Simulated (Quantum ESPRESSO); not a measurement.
## How GaN absorbs and reflects light

Aim: the dielectric function of GaN, and the optical constants that follow from it. The cell comes from an older database entry, whose edges can differ from later determinations, mostly by under a per cent.

Program: Quantum ESPRESSO 7.5. Level of theory: DFT, PBE, plane waves with norm-conserving potentials (PseudoDojo), scalar-relativistic, independent-particle optical response without local fields and without the non-local commutator. Results are calculated unless marked as measured.

Most raw output is cut from this account.

The database entry behind the starting cell differs from later determinations by our own check (about 0.3 % short, ideal inner coordinate), so it need not match the best structure at ambient conditions.

## (1) Set-up

The structure is hexagonal, space group P6_3mc (No. 186). Conventional cell: a = 3.180 Å, b = 3.180 Å, c = 5.166 Å, α = 90.00°, β = 90.00°, γ = 120.00°. Nearest to Ga lie 4 N at 1.94 to 1.95 Å. Nearest to N lie 4 Ga at 1.94 to 1.95 Å. Farther neighbours and most contacts between anions are not listed.

## (2) Ground state

The self-consistent density comes first; it also tells whether there is a gap, which decides the occupations and the need for a Drude term.

This step: DFT, PBE, plane waves with norm-conserving potentials (PseudoDojo), scalar-relativistic, ground state (Quantum ESPRESSO 7.5).

Contents of scf.in:

```
&control
  calculation = 'scf'
  prefix = 'x'
  outdir = './tmp'
  pseudo_dir = './'
  verbosity = 'high'
/
&system
  ibrav = 0
  nat = 4
  ntyp = 2
  ecutwfc = 90
  occupations = 'smearing'
  smearing = 'fd'
  degauss = 0.003675
  nbnd = 22
/
&electrons
  conv_thr = 1e-09
  electron_maxstep = 100
/
ATOMIC_SPECIES
  Ga 1.0 Ga.upf
  N 1.0 N.upf
CELL_PARAMETERS angstrom
  3.179999999980 0.000000000000 0.000000000000
  -1.589999999990 2.753960784017 0.000000000000
  0.000000000000 0.000000000000 5.166000000000
ATOMIC_POSITIONS crystal
  Ga 0.666666666667 0.333333333333 0.500000000000
  Ga 0.333333333333 0.666666666667 0.000000000000
  N 0.666666666667 0.333333333333 0.875000000000
  N 0.333333333333 0.666666666667 0.375000000000
K_POINTS automatic
  8 8 5 0 0 0
```

Command:

```
mpirun -n 4 pw.x -nk 4 -in scf.in
```

Run time: 12 s. Hardware: 4 MPI ranks of Arm Neoverse V2, shared host; peak memory 0.09 GiB.

This step gave:

```
total energy           : -347.5 Ry
gap on the k-mesh      : 2.007 eV
direct gap on the mesh : 2.007 eV
```

There is a gap, 2.01 eV on this mesh (points off the mesh can give less), so no carriers' term is needed.

## (3) Ground state with the final occupations

The ground state once more, with the occupations that the first run showed to fit.

Edit scf.in of step 2 so:

```diff
@@ -12,6 +12,3 @@
   ecutwfc = 90
-  occupations = 'smearing'
-  smearing = 'fd'
-  degauss = 0.003675
-  nbnd = 22
+  occupations = 'fixed'
 /
```

Command:

```
mpirun -n 4 pw.x -nk 4 -in scf.in
```

It took 18 s on 4 MPI ranks; peak memory 0.09 GiB; 70 s of CPU time.

## (4) Bands on the whole mesh, 11×11×6

At the fixed density, many empty bands are solved on the mesh of the response, since the spectrum sums over them.

This step: DFT, PBE, plane waves with norm-conserving potentials (PseudoDojo), scalar-relativistic, bands at fixed density (Quantum ESPRESSO 7.5).

nscf.in, as its differences from scf.in of step 3:

```diff
@@ -1,3 +1,3 @@
 &control
-  calculation = 'scf'
+  calculation = 'nscf'
   prefix = 'x'
@@ -5,3 +5,2 @@
   pseudo_dir = './'
-  verbosity = 'high'
 /
@@ -13,2 +12,5 @@
   occupations = 'fixed'
+  nbnd = 37
+  nosym = .true.
+  noinv = .true.
 /
@@ -17,2 +19,3 @@
   electron_maxstep = 100
+  diago_full_acc = .true.
 /
@@ -31,2 +34,2 @@
 K_POINTS automatic
-  8 8 5 0 0 0
+  11 11 6 0 0 0
```

Command:

```
mpirun -n 4 pw.x -nk 4 -in nscf.in
```

The job ended after 5.3 min (4 MPI ranks; peak memory 0.06 GiB).

## (5) Dielectric function

The spectrum is a sum over vertical transitions between filled and empty bands at the fixed density, so many empty bands are needed.

This step: DFT, PBE, plane waves with norm-conserving potentials (PseudoDojo), scalar-relativistic, independent-particle optical response without local fields and without the non-local commutator (Quantum ESPRESSO 7.5).

Contents of epsilon.in:

```
&inputpp
  prefix = 'x'
  outdir = './tmp'
  calculation = 'eps'
/
&energy_grid
  smeartype = 'gauss'
  intersmear = 0.3
  wmin = 0.0
  wmax = 22
  nw = 500
/
```

Command:

```
mpirun -n 4 epsilon.x -nk 4 -in epsilon.in
```

It took 2 s on 4 MPI ranks; peak memory 0.05 GiB.

This step gave:

| Item | Value |
| --- | --- |
| electronic dielectric constant ε∞, mean over x, y and z (by symmetry where fewer were run) | 6.565 |
| main peak of Im epsilon, first axis | 6.483 eV |

The Im ε has structure finer than the step of the table below, so its rows give means over 1 eV, whole bins alone (the curve runs from 0 to 22 eV). Peaks (eV: height): E ∥ x or y 2.7: 3.16, 3.3: 3.47, 4.3: 3.64, 6.5: 10.2, 8.8: 7.23, 11.0: 5.29; E ∥ z 2.8: 3.82, 4.1: 4.26, 6.0: 12.4, 6.7: 10.5, 7.7: 9.61, 10.8: 6.77.

Values under the direct gap are tails of Lorentzian lines. Im ε against photon energy; means over each step:

| photon energy (eV) | E ∥ x or y | E ∥ z |
| --- | --- | --- |
| 1 | 0.0962 | 0.0931 |
| 2 | 0.811 | 0.806 |
| 3 | 2.39 | 2.25 |
| 4 | 2.81 | 3.20 |
| 5 | 4.13 | 4.05 |
| 6 | 7.62 | 8.83 |
| 7 | 7.75 | 8.30 |
| 8 | 7.12 | 6.55 |
| 9 | 6.06 | 4.53 |
| 10 | 4.37 | 4.26 |
| 11 | 4.91 | 6.01 |
| 12 | 3.82 | 3.89 |
| 13 | 2.02 | 1.71 |
| 14 | 1.43 | 1.36 |
| 15 | 0.948 | 1.10 |
| 16 | 0.749 | 0.865 |
| 17 | 0.713 | 0.580 |
| 18 | 0.646 | 0.597 |
| 19 | 0.628 | 0.629 |
| 20 | 0.519 | 0.569 |
| 21 | 0.486 | 0.566 |

Re ε against photon energy:

```csv
photon energy (eV),E ∥ x or y,E ∥ z
0,6.53,6.63
1,6.78,6.87
2,7.38,7.92
3,7.27,6.40
4,7.66,8.32
5,9.50,10.1
6,6.79,6.42
7,3.54,1.87
8,1.35,-2.21
9,-0.716,0.587
10,-0.311,0.343
11,-0.200,-0.997
12,-2.49,-3.19
13,-1.75,-1.83
14,-1.17,-1.15
15,-0.882,-0.916
16,-0.632,-0.780
17,-0.245,-0.245
18,-0.0652,-0.00224
19,0.0394,0.0517
20,0.0229,0.0596
21,0.197,0.147
22,0.226,0.155
```

The loss function −Im 1/ε at q → 0 has structure finer than the step of the table below, so its rows give means over 1 eV, whole bins alone (the curve runs from 0 to 22 eV). Peaks (eV: height): E ∥ x or y 16.7: 1.37, 20.1: 2.16, 21.9: 2.00; E ∥ z 17.8: 1.81, 21.9: 2.33.

Values under the direct gap are tails of Lorentzian lines. The loss function −Im 1/ε at q → 0 by energy loss; means over each step:

```csv
energy loss (eV),E ∥ x or y,E ∥ z
1,0.00202,0.00191
2,0.0143,0.0136
3,0.0397,0.0359
4,0.0468,0.0485
5,0.0479,0.0455
6,0.0704,0.0685
7,0.113,0.113
8,0.138,0.162
9,0.164,0.218
10,0.228,0.225
11,0.202,0.160
12,0.191,0.158
13,0.255,0.269
14,0.386,0.417
15,0.547,0.557
16,0.857,0.694
17,1.26,1.32
18,1.51,1.65
19,1.59,1.59
20,1.88,1.71
21,1.78,1.66
```

The reflectivity at normal incidence has structure finer than the step of the table below, so its rows give means over 0.5 eV, whole bins alone (the curve runs from 0 to 22 eV). Peaks (eV: height): E ∥ x or y 6.53: 37.2, 8.11: 36.8, 9.17: 39.3, 12.79: 50.9, 13.40: 51.9, 14.81: 48.6, 17.33: 29.0; E ∥ z 6.04: 40.2, 6.79: 40.1, 7.89: 45.9, 9.08: 30.1, 12.52: 57.1, 15.21: 44.2, 16.49: 45.6.

Table of reflectivity at normal incidence by photon energy; means over each step:

| photon energy (eV) | E ∥ x or y (%) | E ∥ z (%) |
| --- | --- | --- |
| 0.5 | 19.3 | 19.6 |
| 1.0 | 19.8 | 20.1 |
| 1.5 | 21.0 | 21.2 |
| 2.0 | 21.7 | 22.3 |
| 2.5 | 23.5 | 23.9 |
| 3.0 | 22.5 | 21.9 |
| 3.5 | 22.0 | 23.7 |
| 4.0 | 23.8 | 24.7 |
| 4.5 | 22.8 | 22.9 |
| 5.0 | 27.9 | 28.3 |
| 5.5 | 28.9 | 30.0 |
| 6.0 | 31.6 | 37.2 |
| 6.5 | 35.0 | 35.4 |
| 7.0 | 30.8 | 34.0 |
| 7.5 | 32.9 | 36.2 |
| 8.0 | 34.7 | 41.6 |
| 8.5 | 31.8 | 27.9 |
| 9.0 | 37.6 | 28.5 |
| 9.5 | 33.9 | 26.5 |
| 10.0 | 31.6 | 25.6 |
| 10.5 | 27.8 | 26.1 |
| 11.0 | 32.1 | 37.1 |
| 11.5 | 39.0 | 42.2 |
| 12.0 | 46.0 | 51.2 |
| 12.5 | 48.9 | 56.3 |
| 13.0 | 48.2 | 50.4 |
| 13.5 | 49.0 | 46.5 |
| 14.0 | 41.5 | 42.3 |
| 14.5 | 47.5 | 41.6 |
| 15.0 | 45.3 | 40.9 |
| 15.5 | 39.3 | 37.8 |
| 16.0 | 40.9 | 40.8 |
| 16.5 | 32.7 | 43.9 |
| 17.0 | 25.5 | 30.7 |
| 17.5 | 26.8 | 27.7 |
| 18.0 | 21.4 | 19.8 |
| 18.5 | 20.0 | 18.2 |
| 19.0 | 18.1 | 17.6 |
| 19.5 | 18.9 | 16.9 |
| 20.0 | 18.0 | 16.1 |
| 20.5 | 13.9 | 13.4 |
| 21.0 | 12.1 | 13.6 |
| 21.5 | 11.3 | 15.1 |

The refractive index n and extinction k by photon energy:

```csv
photon energy (eV),"n, E ∥ x or y","k, E ∥ x or y","n, E ∥ z","k, E ∥ z"
0,2.56,0,2.57,0
1,2.60,0.0162,2.62,0.0159
2,2.73,0.273,2.82,0.238
3,2.71,0.286,2.55,0.345
4,2.82,0.531,2.93,0.513
5,3.15,0.657,3.24,0.630
6,2.93,1.35,3.19,1.94
7,2.42,1.52,2.11,1.61
8,2.13,1.79,1.42,2.06
9,1.74,1.93,1.68,1.50
10,1.41,1.52,1.45,1.33
11,1.59,1.65,1.60,1.89
12,0.992,1.86,0.978,2.04
13,0.687,1.49,0.575,1.47
14,0.641,1.26,0.574,1.22
15,0.438,1.04,0.542,1.10
16,0.415,0.897,0.456,0.994
17,0.559,0.747,0.448,0.668
18,0.531,0.589,0.545,0.547
19,0.593,0.558,0.595,0.550
20,0.498,0.474,0.554,0.497
21,0.593,0.393,0.604,0.466
22,0.582,0.337,0.532,0.358
```

At chosen wavelengths:

```
wavelength (nm)  n xy   k xy  R (%) xy  1/α xy   n z    k z  R (%) z   1/α z
           1064  2.62  0.021      20.1  4.0 µm  2.64  0.020     20.3  4.1 µm
            800  2.70  0.045      21.1  1.4 µm  2.71  0.041     21.3  1.6 µm
            633  2.77  0.250      22.4  201 nm  2.84  0.196     23.1  257 nm
            532  2.75  0.135      21.9  315 nm  2.76  0.146     22.0  291 nm
            450  2.75  0.559      23.4   64 nm  2.94  0.609     26.0   59 nm
            365  2.61  0.597      22.0   49 nm  2.85  0.491     24.4   59 nm
            193  2.92  1.690      35.9  9.1 nm  2.77  1.682     35.0  9.1 nm
```

Below the direct gap, k and the depth come from the tails of the Lorentzian lines, not from transitions.

Rows near the edge hang on the gap, which this functional as a rule makes too small, and phonon-assisted absorption is left out.

At 1064 nm the birefringence n(z) − n(x) is +0.018: the crystal is uniaxial positive at this level.

## (6) Summary of results

```yaml
electronic_dielectric_constant_eps_infinity_mean_over_x_y_and_z_by_symmetry_where_fewer_were_run_independent_particles: 6.56
main_peak_of_im_epsilon_first_axis: 6.48 eV
```

What this shows: At this level (PBE, independent particles) GaN has a mean ε∞ = 6.56 and n = 2.58 at 1550 nm (E ∥ x), and Im ε peaks at 6.5 eV (E ∥ x). Distinct maxima of Im ε, read by a parabola through the highest points, lie at 6.48 eV (10), 7.41 eV (7.9), 8.06 eV (7.8) and 8.83 eV (7.2) for E ∥ x or y. The static values by axis are 6.53 (xy), 6.63 (z). At 1064 nm the birefringence n(z) − n(x) is +0.018: the crystal is uniaxial positive at this level. Excitons and phonon-assisted transitions are missing, and so are local fields; PBE gaps are as a rule too small, which pulls the onset down and ε∞ up. epsilon.x leaves out the commutator of the non-local potential, so its intensities are off, as a rule too high. The sum runs over mesh points, so small or evenly spaced maxima can still be ripples of the mesh. The mesh misses the corner K of the hexagonal zone, so gaps read from it can be too wide where band edges lie there.

[Machine, clock, banner and «Message from routine» lines are left out of the logs.]

[Logs are printed without paths, hosts, clocks, repeated set-up lines and the standing remarks that a program may print on its own settings, such as how far it seeks lower states.]

[Hosts, paths, dates, database ids (printed as entryN), source tags and the programs' standing remarks are cut or masked in the printed files.]
